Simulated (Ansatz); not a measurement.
# SnO (Romarchite, P4/nmm): zone-centre modes under pressure, part 3 of 3

Wanted: Grüneisen parameters and pressure coefficients of the modes of SnO (Romarchite, P4/nmm).

Ansatz 0.2.0; DFT PBE+D3(BJ), scalar-relativistic, plane waves, PAW; PAW set soft_1.

So far, highest optical mode at the zone centre (no LO-TO term) (cm⁻¹): step 5 (modes at rest) 450; step 7 (occupations fixed, volume ratio 1.06) 434.

### Step 9. Zone-centre modes of the member: 0.9 times the volume at rest

The zone-centre modes follow for 0.9 times the volume at rest.

input.yaml reads:

```yaml
crystal:
  lattice:
    - [3.7640880854, 0.0, 0.0]
    - [0.0, 3.7640880854, 0.0]
    - [0.0, 0.0, 4.4507930651]
  atoms:
    - { symbol: O, position: [0.0, 0.0, 0.0] }
    - { symbol: O, position: [0.5, 0.5, 0.0] }
    - { symbol: Sn, position: [0.5, 0.0, 0.2616526721] }
    - { symbol: Sn, position: [0.0, 0.5, 0.7383473279] }
kpoints:
  mp_grid: { grid: [12, 12, 10] }
hamiltonian:
  xc: pbe
  dispersion: d3bj
  pseudopotentials: { kind: paw, azcp: { folder: soft_1 } }
scf:
  occupations: { method: methfessel_paxton, width: 0.2 }
output:
  eigenvalues: true
phonons:
  method: dfpt
```

The run is started by

```bash
$ ansatz run input.yaml --threads 8 --pin off --max-ram 16384MiB --backend cpu --events-out ev --progress --plain --runs-dir out
```

Numbers of over 12 decimals in the logs are rounded to 6 here.

Log:

```text
[...]
Crystal: 4 atoms, lattice volume = 63.060 Å³
Basis set: ecut = 420 eV, 1223 PW (Γ), exchange–correlation on 60×60×60 points (8 copies of the dense FFT grid, shifted against one another)
Bands: 24, of which v1, the nominal top of the filled ones, is band 20 counted from 1 (19 counted from 0)
Symmetry: 16 space group operations
k-points: 294 of 1440 (irreducible under 4 space group operations, time reversal used)
[...]
k-point 1: bands = [... 16 lower, 8.0051, 8.3929, 8.3929, 11.6794, 14.1185, 15.4731, 15.4731, 17.1007]
  k-point 2: bands = [... 16 lower, 7.9705, 8.3893, 8.3893, 11.5447, 13.6878, 14.8902, 14.8902, 16.5205]
  k-point 293: bands = [... 16 lower, 8.3799, 8.3799, 9.0606, 9.0606, 13.7154, 13.7154, 16.5974, 16.5974]
[...]
ASR residual: 2.007e-5 → 0.000e0 eV/Å²; symmetrization residual: 3.132e-6 eV/Å²
[...]
ASR residual per site (eV/Å²): 2.01e-5 2.01e-5 6.72e-6 6.72e-6
[...]
[key lines of the parts left out:]
SCF converged after 13 iterations
Free energy (F): -13184.384846 eV
Fermi energy:    11.596604 eV
```

The job ended after 34 s (8 threads of Arm Neoverse V1, shared host; peak memory 1.6 GiB; 4.1 min of CPU time).

Numbers from this step:

```
sum-rule residual before enforcement                    : 2.01e-5 eV/Å²
highest optical mode at the zone centre (no LO-TO term) : 489.7 cm⁻¹
lowest optical zone-centre mode                         : 122.4 cm⁻¹
```

Patterns of degenerate modes are one choice out of their space. The modes at Γ (shares of kinetic energy by element, %):

| mode | frequency (cm⁻¹) | symmetry | O % | Sn % |
| --- | --- | --- | --- | --- |
| 1 | 0.0 | acoustic | 12 | 88 |
| 2 | 0.0 | acoustic | 12 | 88 |
| 3 | 0.0 | acoustic | 12 | 88 |
| 4 | 122.4 | Eg | 1 | 99 |
| 5 | 122.4 | Eg | 1 | 99 |
| 6 | 212.0 | A1g | 0 | 100 |
| 7 | 286.3 | Eu | 88 | 12 |
| 8 | 286.3 | Eu | 88 | 12 |
| 9 | 361.3 | A2u | 88 | 12 |
| 10 | 362.9 | B1g | 100 | 0 |
| 11 | 489.7 | Eg | 99 | 1 |
| 12 | 489.7 | Eg | 99 | 1 |

Displacements in mode 4 (122.4 cm⁻¹), the largest set to 1:
```
O1   0.02 -0.21  0.00
O2  -0.02  0.21  0.00
Sn3  0.09  1.00  0.00
Sn4 -0.09 -1.00  0.00
```

Displacements in mode 9 (361.3 cm⁻¹), the largest set to 1:
```
O1   0.00  0.00  1.00
O2   0.00  0.00  1.00
Sn3  0.00  0.00 -0.13
Sn4  0.00  0.00 -0.13
```

The lowest optical mode is real, 122 cm⁻¹, and the highest lies at 489.7 cm⁻¹.

Between step 5 and this run (volume ratio 0.9) the value for the highest optical mode at the zone centre (no LO-TO term) moves from 450 cm⁻¹ to 490 cm⁻¹ (+9 %).

### Step 10. All members side by side

The members are set side by side, also those not shown above.

Each row is one cell with its response, relaxed at fixed volume as far as symmetry leaves anything free; energies are extrapolated to zero smearing, and E0 is that at rest; shape and atoms are relaxed in each cell where symmetry leaves them free. State of the crystal along the series:

| volume ratio | V (Å³/atom) | pressure (GPa) | E - E0 (meV/atom) | first cell vector (Å) | third cell vector (Å) | gap on mesh (eV) |
| --- | --- | --- | --- | --- | --- | --- |
| 0.9 | 15.77 | 4.97 | 24.03 | 3.764 | 4.451 | 0 |
| 0.92 | 16.11 | 3.665 | 14.61 | 3.783 | 4.506 | 0 |
| 0.94 | 16.47 | 2.543 | 7.796 | 3.799 | 4.564 | 0 |
| 0.96 | 16.82 | 1.567 | 3.277 | 3.813 | 4.626 | 0 |
| 0.98 | 17.17 | 0.7221 | 0.7701 | 3.826 | 4.691 | 0 |
| 0.99 | 17.34 | 0.34 | 0.1898 | 3.832 | 4.725 | 0 |
| 1 | 17.52 | -0.003746 | 0 | 3.837 | 4.76 | 0 |
| 1.02 | 17.87 | -0.6015 | 0.6742 | 3.846 | 4.832 | 0.1151 |
| 1.04 | 18.22 | -1.1 | 2.546 | 3.854 | 4.907 | 0.2366 |
| 1.06 | 18.57 | -1.506 | 5.41 | 3.861 | 4.984 | 0.3579 |

Each mode is tracked from rest by its pattern, and modes that stay within 0.3 cm⁻¹ of each other stand once; shape and atoms are relaxed in each cell where symmetry leaves them free. Optical modes along the series:

| V (Å³/atom) | mode 4 Eg (cm⁻¹) | mode 6 A1g (cm⁻¹) | mode 7 Eu (cm⁻¹) | mode 9 B1g (cm⁻¹) | mode 10 A2u (cm⁻¹) | mode 11 Eg (cm⁻¹) |
| --- | --- | --- | --- | --- | --- | --- |
| 15.77 | 122.4 | 212 | 286.3 | 362.9 | 361.3 | 489.7 |
| 16.11 | 119.3 | 208.4 | 278.8 | 357.6 | 359.7 | 480.4 |
| 16.47 | 116.8 | 206.9 | 271.9 | 352.6 | 358.9 | 472 |
| 16.82 | 114.6 | 206.3 | 265.7 | 347.8 | 358.7 | 464.1 |
| 17.17 | 112.5 | 205.8 | 260.1 | 343.4 | 359.1 | 456.9 |
| 17.34 | 111.5 | 205.4 | 257.5 | 341.3 | 359.5 | 453.4 |
| 17.52 | 110.5 | 204.9 | 255.1 | 339.3 | 360.1 | 450.2 |
| 17.87 | 108.7 | 203.9 | 250.8 | 335.6 | 361.7 | 444.3 |
| 18.22 | 107.2 | 203.1 | 246.9 | 332.3 | 363.8 | 439 |
| 18.57 | 105.9 | 201.8 | 243.6 | 329.4 | 366.4 | 434.3 |

From cubic fits (parabolas where under five rows exist) of ln ω and P against ln V through the rows within about 4 % of rest: γ = −d ln ω / d ln V and dω/dP = γ ω / B. Slopes at rest:

| mode | fitted frequency at rest (cm⁻¹) | Grüneisen parameter γ | dω/dP (cm⁻¹/GPa) |
| --- | --- | --- | --- |
| mode 4 Eg | 110.5 | 0.87 | 2.91 |
| mode 6 A1g | 204.9 | 0.24 | 1.5 |
| mode 7 Eu | 255.1 | 0.92 | 7.1 |
| mode 9 B1g | 339.3 | 0.58 | 5.94 |
| mode 10 A2u | 360.1 | -0.18 | -1.97 |
| mode 11 Eg | 450.2 | 0.7 | 9.54 |

### Step 11. Outcome

```
members                                                          : 10
highest optical mode at the zone centre (no LO-TO term), at rest : 450.2 cm⁻¹
bulk modulus at rest                                             : 32.9 GPa
mode 7 Eu, γ                                                     : 0.92
mode 9 B1g, γ                                                    : 0.58
mode 10 A2u, γ                                                   : -0.18
mode 11 Eg, γ                                                    : 0.70
```

The series spans -1.5 to 5.0 GPa, and the slope at rest gives a bulk modulus of 33 GPa. Among the modes in the table of slopes γ runs from -0.18 (mode 10 A2u) to 0.92 (mode 7 Eu). A negative γ means that the mode softens under pressure. The gap on the mesh falls to 0.00 eV within the series. One k mesh and one cutoff serve the ground states and modes of all volumes. These are harmonic frequencies at zero temperature: anharmonic shifts, linewidths and thermal expansion are left out. Spin-orbit coupling is left out, which can matter for the heavy elements here. With no gap, or one that is small against the smearing, the frequencies hang on the k mesh and the smearing, most of all near Kohn anomalies. A semilocal functional can close a gap that the real compound would have, so the metallic treatment may be an artefact of the level. In the phonons the program holds the C6 weights of the dispersion term fixed, leaving out their change with coordination. Only the zone centre was solved, so an instability at another wavevector cannot show here.

[Logs are printed without paths, hosts, clocks, repeated set-up lines and the standing remarks that a program may print on its own settings, such as how far it seeks lower states.]

[Hosts, paths, dates, database ids (printed as entryN), source tags and the programs' standing remarks are cut or masked in the printed files.]
